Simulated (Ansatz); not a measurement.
# AgGeF3 (model cell, started as cubic perovskite with Ge in the octahedra): following an unstable mode

Aim: this structure of AgGeF3 (model cell, started as cubic perovskite with Ge in the octahedra) is to be tested for unstable modes, and one is followed downhill.

Program: Ansatz 0.2.0. Level of theory: DFT PBEsol, scalar-relativistic, plane waves, PAW; PAW set soft_1. Results are calculated unless marked as measured.

Report form: the programs' logs are mostly left out.

The structure was built from a prototype and need not be the compound's stable phase.

### 1. Set-up

Symmetry: Pm-3m, No. 221, cubic system. Conventional cell: a = 4.264 Å, b = 4.264 Å, c = 4.264 Å, α = 90.00°, β = 90.00°, γ = 90.00°. Ag has 12 F at 3.02 Å nearest. Nearest to Ge lie 6 F at 2.13 Å. Nearest to F lie 2 Ge at 2.13 Å. Farther neighbours and most contacts between anions are not listed.

### 2. Response at finite wavevector

The cell comes from relaxations at this level that are not shown. Stability and thermal properties need the whole zone. Linear response on a 4×4×4 q mesh gives force constants as far as a supercell of that size would.

input.yaml reads:

```yaml
crystal:
  lattice:
    - [4.2639971677, 0.0, 0.0]
    - [0.0, 4.2639971677, 0.0]
    - [0.0, 0.0, 4.2639971677]
  atoms:
    - { symbol: Ag, position: [0.0, 0.0, 0.0] }
    - { symbol: Ge, position: [0.5, 0.5, 0.5] }
    - { symbol: F, position: [0.5, 0.5, 0.0] }
    - { symbol: F, position: [0.5, 0.0, 0.5] }
    - { symbol: F, position: [0.0, 0.5, 0.5] }
kpoints:
  mp_grid: { grid: [8, 8, 8] }
hamiltonian:
  xc: pbesol
  pseudopotentials: { kind: paw, azcp: { folder: soft_1 }, xc_functional: pbe }
scf:
  occupations: { method: methfessel_paxton, width: 0.2 }
output:
  eigenvalues: true
phonons:
  method: dfpt
  qmesh: [4, 4, 4]
  temperatures: { t_max: 1000, t_step: 50 }
  qpath:
    path:
      - [[0.0, 0.0, 0.0], [0.0, 0.5, 0.0], [0.5, 0.5, 0.0], [0.0, 0.0, 0.0], [0.5, 0.5, 0.5], [0.0, 0.5, 0.0]]
      - [[0.5, 0.5, 0.5], [0.5, 0.5, 0.0]]
    npoints: 10
```

Command:

```
> ansatz run input.yaml --threads 4 --pin off --max-ram 16384MiB --backend cpu --events-out ev --progress --plain --runs-dir out
```

The job ended after 16 min (4 threads of Arm Neoverse V2, shared host; peak memory 2.8 GiB; 64 min of CPU time).

Numbers from this step:

| Item | Value |
| --- | --- |
| volume per atom | 15.51 Å³ |
| gap on the k-mesh | 0 eV |
| sum-rule residual before enforcement | 2.05e-5 eV/Å² |
| lowest frequency on the path | -189.9 cm⁻¹ |
| point group | m-3m |
| highest frequency on the path or at a solved wavevector | 344.4 cm⁻¹ |
| highest optical mode at the zone centre (no LO-TO term) | 122.2 cm⁻¹ |
| lowest optical zone-centre mode | -189.9 cm⁻¹ |
| lowest mode on the q mesh (acoustic modes at Γ apart) | -189.9 cm⁻¹ |

Frequencies (cm⁻¹) solved at each irreducible wavevector; negative means imaginary. Frequencies by wavevector, by row:

| q in reciprocal lattice units | star | mode 1 | mode 2 | mode 3 | mode 4 | mode 13 | mode 14 | mode 15 |
| --- | --- | --- | --- | --- | --- | --- | --- | --- |
| 0 0 0 | 1 | -189.9 | -189.9 | -189.9 | -79.3 | 122.2 | 122.2 | 122.2 |
| 0 0 0.25 | 6 | -187.4 | -187.4 | -108 | -76.5 | 114.4 | 162.1 | 226.8 |
| 0 0 -0.5 | 3 | -185.5 | -185.5 | -105.1 | -75.1 | 102.4 | 227.4 | 325.5 |
| 0 0.25 0.25 | 12 | -184.2 | -114.8 | -106.9 | -88.4 | 167.6 | 224.7 | 235.2 |
| 0 0.25 -0.5 | 12 | -181.5 | -122.2 | -94.9 | -84.9 | 228.1 | 229.1 | 326.3 |
| 0 -0.5 -0.5 | 3 | -177.9 | -134.6 | -89.3 | -89.3 | 224.3 | 322.6 | 343 |
| 0.25 0.25 0.25 | 8 | -116.5 | -116.5 | -110.9 | -60.9 | 222.5 | 222.5 | 251 |
| 0.25 0.25 -0.5 | 12 | -124.3 | -120.8 | -115.7 | -61.8 | 225.2 | 245.5 | 331.3 |
| 0.25 -0.5 -0.5 | 6 | -135.8 | -123.7 | -123.7 | -62.5 | 226.1 | 322.1 | 327.4 |
| -0.5 -0.5 -0.5 | 1 | -137.1 | -137.1 | -137.1 | -62.4 | 216.2 | 321.3 | 321.3 |

Interpolated from a 4×4×4 q mesh. Phonon branches along the path, in cm⁻¹:

| point | branch 1 | branch 2 | branch 3 | branch 4 | branch 12 | branch 13 | branch 14 | branch 15 |
| --- | --- | --- | --- | --- | --- | --- | --- | --- |
| Γ | -190 | -190 | -190 | -79 | 0 | 122 | 122 | 122 |
| halfway | -187 | -187 | -108 | -76 | 114 | 114 | 162 | 227 |
| X | -186 | -186 | -105 | -75 | 102 | 102 | 227 | 326 |
| halfway | -182 | -122 | -95 | -85 | 160 | 228 | 229 | 326 |
| M | -178 | -135 | -89 | -89 | 224 | 224 | 322 | 343 |
| halfway | -184 | -115 | -107 | -88 | 150 | 168 | 225 | 235 |
| Γ | -190 | -190 | -190 | -79 | 0 | 122 | 122 | 122 |
| halfway | -116 | -116 | -111 | -61 | 165 | 222 | 222 | 251 |
| R | -137 | -137 | -137 | -62 | 214 | 216 | 321 | 321 |
| halfway | -124 | -121 | -116 | -62 | 220 | 225 | 246 | 331 |
| X | -186 | -186 | -105 | -75 | 102 | 102 | 227 | 326 |
| jump to R | -137 | -137 | -137 | -62 | 214 | 216 | 321 | 321 |
| halfway | -136 | -124 | -124 | -62 | 220 | 226 | 322 | 327 |
| M | -178 | -135 | -89 | -89 | 224 | 224 | 322 | 343 |

Symmetry leaves 10 wavevectors to solve. The lowest mode among them, the acoustic zeros apart, lies at Γ and is imaginary, 189.9i cm⁻¹, so the energy falls along it.

### 3. The mode frozen in, largest atomic shift 0 Å

The mode followed lies at Γ with frequency 189.9i cm⁻¹ and is 3-fold degenerate, the softest among the wavevectors solved. At small amplitude the distorted cell has space group no. 160 by a symmetry search on the positions. The undistorted cell that holds it gives the zero of energy on the same k mesh.

input.yaml, the sections that differ from step 2:

```yaml
output:
  forces: true
  stress: true
  eigenvalues: true
# crystal, kpoints, hamiltonian, scf: as in step 2
# phonons: removed
```

Wall time 1.5 s (4 threads); peak memory 0.38 GiB.

Numbers from this step:

| Property | Result |
| --- | --- |
| pressure | 0.008908 GPa |
| energy from the undistorted cell | 0 meV/atom |

The run ends at a pressure of 0.01 GPa.

### 4. The mode frozen in, largest atomic shift 0.22 Å

The atoms are moved along the unstable eigenvector, the largest shift by 0.22 Å, with the cell fixed.

input.yaml, the sections that differ from step 3:

```yaml
crystal:
  lattice:
    - [4.2639971677, 0.0, 0.0]
    - [0.0, 4.2639971677, 0.0]
    - [0.0, 0.0, 4.2639971677]
  atoms:
    - { symbol: Ag, position: [-0.0006686472, 0.0006686472, 0.0006686472] }
    - { symbol: Ge, position: [0.5057208972, 0.4942791028, 0.4942791028] }
    - { symbol: F, position: [0.5146033985, 0.4853966015, 0.0472811054] }
    - { symbol: F, position: [0.5146033985, 0.0472811054, 0.4853966015] }
    - { symbol: F, position: [-0.0472811054, 0.4853966015, 0.4853966015] }
# kpoints, hamiltonian, scf, output: as in step 3
```

Run time: 4.8 s. Hardware: 4 threads; peak memory 0.37 GiB.

This step gave:

| Item | Value |
| --- | --- |
| pressure | 2.939 GPa |
| energy from the undistorted cell | -14.11 meV/atom |

The energy, extrapolated to zero smearing, is -14.11 meV/atom against the undistorted cell.

The run ends at a pressure of 2.94 GPa, with forces up to 0.51 eV/Å.

### 5. Energy along the mode, all amplitudes (two of the runs are shown above)

An imaginary frequency means negative curvature, so the energy should fall and then rise again as anharmonic terms take over.

Numbers from this step:

- depth at the lowest point sampled: 14.11 meV/atom
- largest atomic shift at that point: 0.22 Å

Energy from the parent against largest atomic shift:

| largest atomic shift (Å) | energy from the parent (meV/atom) |
| --- | --- |
| 0.000 | 0 |
| 0.040 | -1.24 |
| 0.080 | -4.64 |
| 0.140 | -11.4 |
| 0.220 | -14.1 |
| 0.320 | 24.5 |

Displacement at unit largest shift by atom:

| atom | x (Å) | y (Å) | z (Å) | size |
| --- | --- | --- | --- | --- |
| Ag1 | -0.013 | 0.013 | 0.013 | 0.023 |
| Ge2 | 0.111 | -0.111 | -0.111 | 0.192 |
| F3 | 0.283 | -0.283 | 0.916 | 1.000 |
| F4 | 0.283 | 0.916 | -0.283 | 1.000 |
| F5 | -0.916 | -0.283 | -0.283 | 1.000 |

The lowest of the steps tried is at 0.22 Å, 14.1 meV/atom below the parent; the bottom of the well need not coincide with a step.

### 6. Relaxation from the frozen mode

Starting from the lowest point found, all atoms and the cell are let go, so that strain and other modes of the same symmetry can join in.

input.yaml, as its differences from that of step 4:

```diff
@@ -22 +22,10 @@
   eigenvalues: true
+  write_density: true
+  write_potential: true
+  elf: true
+  volumetric_format: npy
+relax:
+  adjacent_minimum: "off"
+  f_tol: 0.002
+  max_steps: 120
+  cell: { stress_tol: 0.03 }
```

It took 2.2 min on 4 threads; peak memory 0.41 GiB.

The steps of the relaxation (22 of 29):

| step | energy less that of the first step (eV) | largest force component (eV/Å) | pressure (GPa) | volume (Å³) |
| --- | --- | --- | --- | --- |
| 1 | 0.0000 | 0.2925 | 2.94 | 77.53 |
| 2 | -0.0914 | 0.1922 | 0.45 | 80.38 |
| 4 | -0.5426 | 0.1420 | -1.78 | 79.62 |
| 5 | -0.7922 | 0.4280 | -1.82 | 77.23 |
| 6 | -1.1053 | 0.4502 | -1.41 | 74.32 |
| 8 | -1.0299 | 0.9545 | 2.51 | 75.70 |
| 9 | -1.2458 | 0.0866 | 0.35 | 73.32 |
| 10 | -1.2458 | 0.0728 | -0.12 | 73.86 |
| 12 | -1.2468 | 0.0166 | 0.03 | 73.89 |
| 13 | -1.2469 | 0.0036 | 0.01 | 73.89 |
| 14 | -1.2469 | 0.0002 | 0.00 | 73.91 |
| 16 | -1.4449 | 0.0272 | 1.35 | 77.09 |
| 17 | -1.4606 | 0.0228 | 0.11 | 80.86 |
| 18 | -1.4605 | 0.0080 | 0.02 | 81.06 |
| 20 | -1.4605 | 0.0003 | 0.00 | 81.08 |
| 21* | -1.4965 | 0.0009 | 0.72 | 81.08 |
| 22 | -1.5015 | 0.0019 | 0.38 | 82.97 |
| 24 | -1.4984 | 0.0043 | -0.03 | 85.48 |
| 25 | -1.4987 | 0.0004 | 0.00 | 85.40 |
| 26* | -1.5115 | 0.0005 | 0.07 | 85.40 |
| 28 | -1.5101 | 0.0004 | 0.00 | 86.33 |
| 29* | -1.5120 | 0.0004 | 0.00 | 86.33 |

Relaxation steps marked * repeat the geometry before them on a plane-wave basis chosen anew for their cell, so energy and pressure can jump there. Other such steps can lie between the rows shown. Relaxation steps 8, 12 were tried and not accepted.

The run keeps the 6 symmetry operations that it works with, so distortions that break them were not tested.

| cell as run | before | after | change |
| --- | --- | --- | --- |
| a (Å) | 4.264 | 4.654 | +9.2 % |
| b (Å) | 4.264 | 4.654 | +9.2 % |
| c (Å) | 4.264 | 4.654 | +9.2 % |
| α (°) | 90.00 | 105.91 | +17.7 % |
| β (°) | 90.00 | 74.09 | -17.7 % |
| γ (°) | 90.00 | 74.09 | -17.7 % |
| volume (Å³/atom) | 15.51 | 17.27 | +11.4 % |

The atoms that moved most (Å, as changes of fractional coordinates times the final cell):

| atom | dx | dy | dz | length |
| --- | --- | --- | --- | --- |
| F5 | -0.322 | -0.176 | -0.176 | 0.406 |
| F4 | 0.176 | 0.322 | -0.176 | 0.406 |
| F3 | 0.176 | -0.176 | 0.322 | 0.406 |
| Ge2 | -0.119 | 0.119 | 0.119 | 0.207 |
| Ag1 | 0.089 | -0.089 | -0.089 | 0.155 |

The relaxed structure:

```xyz
5
Lattice="4.5451 0.7087 0.7087 0.7087 4.5451 -0.7087 0.7087 -0.7087 4.5451" Properties=species:S:1:pos:R:3 pbc="T T T"
Ag    0.0872   -0.0872   -0.0872
Ge    2.8799    2.3739    2.3739
F     2.8922    2.3616    0.5572
F     2.8922    0.5572    2.3616
F     0.1515    1.6529    1.6529
```

Numbers from this step:

| Property | Result |
| --- | --- |
| pressure | 0.004441 GPa |
| gap on the k-mesh | 3.545 eV |
| volume per atom | 17.27 Å³ |

Electrostatic potential energy in the ac plane at fractional y = 0.451, with atoms of F within 0.2 Å of it. With pseudopotentials it is smooth inside the atoms' cores, unlike the true potential.

Ten even steps from '_' (-38 eV) to '@' (11 eV), each cell a mean:
```
@@@@@@@@@@@@@@%%##%%@@@@@@@@
@@@@@@@@@@@@@@@@@@@@@@@@@@@@
@@@@@@@@@@@@@@@@@@@@@@@@@@@@
@@@@@@@@%%######%%@@@@@@@@@@
@@@@@@%%##++==++**%%@@@@@@@@
@@@@@@%%**========**%%++++##
##@@@@%%**========++**..__..
==@@@@@@##==========**..____
==@@@@@@%%**======++##==....
%%@@@@@@@@%%##****##%%%%##**
@@@@@@@@@@%%++::==%%@@@@@@@@
@@@@@@@@@@%%::____==@@@@@@@@
@@@@@@@@@@@@--____::%%@@@@@@
@@@@@@@@@@@@##::..--@@@@@@@@
```
Columns run along a (4.7 Å; values clipped at the 3rd and 97th percentile), rows up along c (4.7 Å). Atoms in or near the plane, at fractional coordinates: F at (0.55, 0.11), F at (0.89, 0.45).

Valence density in the ac plane at fractional y = 0.451, with atoms of F within 0.2 Å of it. It is the smooth field of the valence electrons, not physical close to the nuclei.

Values in e/Å³, 14 rows by 14 columns, each cell a mean:
```
 0  0  0  0  0  0  0  1  1  1  0  0  0  0
 0  0  0  0  0  0  0  0  0  0  0  0  0  0
 0  0  0  0  0  0  0  0  0  0  0  0  0  0
 0  0  0  0  0  0  0  0  0  0  0  0  0  0
 0  0  0  0  0  1  1  1  0  0  0  0  0  0
 0  0  0  0  0  1  4  4  1  0  1  2  2  1
 1  0  0  0  0  2  9 13  4  1  1  5  8  5
 2  0  0  0  0  1  4  8  4  1  1  5 12 10
 2  0  0  0  0  0  1  2  1  1  1  2  6  6
 1  0  0  0  0  0  1  1  1  0  0  1  1  2
 0  0  0  0  0  1  2  3  2  1  0  0  0  0
 0  0  0  0  0  1  4  9  7  2  0  0  0  0
 0  0  0  0  0  1  3 10 10  4  1  0  0  0
 0  0  0  0  0  0  1  4  5  3  1  0  0  0
```
Columns run along a (4.7 Å), rows up along c (4.7 Å). Atoms in or near the plane, at fractional coordinates: F at (0.55, 0.11), F at (0.89, 0.45).

ELF in the ac plane at fractional y = 0.451, with atoms of F within 0.2 Å of it. It is the smooth field of the valence electrons, not physical close to the nuclei.

Values, 14 rows by 14 columns, each cell a mean:
```
0.01 0.01 0.02 0.02 0.03 0.11 0.36 0.64 0.72 0.70 0.54 0.23 0.05 0.01
0.01 0.02 0.05 0.08 0.07 0.06 0.07 0.17 0.28 0.29 0.19 0.07 0.02 0.01
0.01 0.03 0.10 0.18 0.23 0.21 0.14 0.07 0.04 0.04 0.02 0.02 0.01 0.01
0.02 0.04 0.13 0.28 0.36 0.36 0.33 0.24 0.13 0.07 0.08 0.15 0.16 0.10
0.16 0.04 0.11 0.31 0.38 0.38 0.35 0.32 0.23 0.18 0.34 0.55 0.60 0.48
0.50 0.13 0.07 0.26 0.37 0.33 0.23 0.22 0.24 0.27 0.55 0.75 0.79 0.77
0.74 0.33 0.06 0.18 0.33 0.30 0.16 0.13 0.18 0.30 0.64 0.74 0.71 0.79
0.80 0.53 0.11 0.08 0.23 0.28 0.20 0.14 0.17 0.27 0.59 0.71 0.56 0.67
0.80 0.58 0.14 0.04 0.13 0.22 0.25 0.23 0.22 0.21 0.39 0.71 0.74 0.77
0.74 0.49 0.11 0.02 0.14 0.32 0.45 0.46 0.36 0.20 0.15 0.45 0.71 0.79
0.48 0.26 0.05 0.03 0.27 0.59 0.74 0.74 0.71 0.51 0.15 0.10 0.30 0.49
0.13 0.06 0.01 0.04 0.36 0.71 0.79 0.62 0.67 0.75 0.46 0.09 0.05 0.10
0.02 0.01 0.01 0.03 0.30 0.68 0.81 0.65 0.64 0.79 0.68 0.24 0.04 0.02
0.01 0.01 0.01 0.01 0.12 0.47 0.76 0.80 0.78 0.81 0.71 0.33 0.06 0.01
```
Columns run along a (4.7 Å), rows up along c (4.7 Å). Atoms in or near the plane, at fractional coordinates: F at (0.55, 0.11), F at (0.89, 0.45).

The distorted start has space group R3m; the relaxation ends in R3m.

(Part 1 of 2 ends here.)

[Logs are printed without paths, hosts, clocks, repeated set-up lines and the standing remarks that a program may print on its own settings, such as how far it seeks lower states.]

[Hosts, paths, dates, database ids (printed as entryN), source tags and the programs' standing remarks are cut or masked in the printed files.]
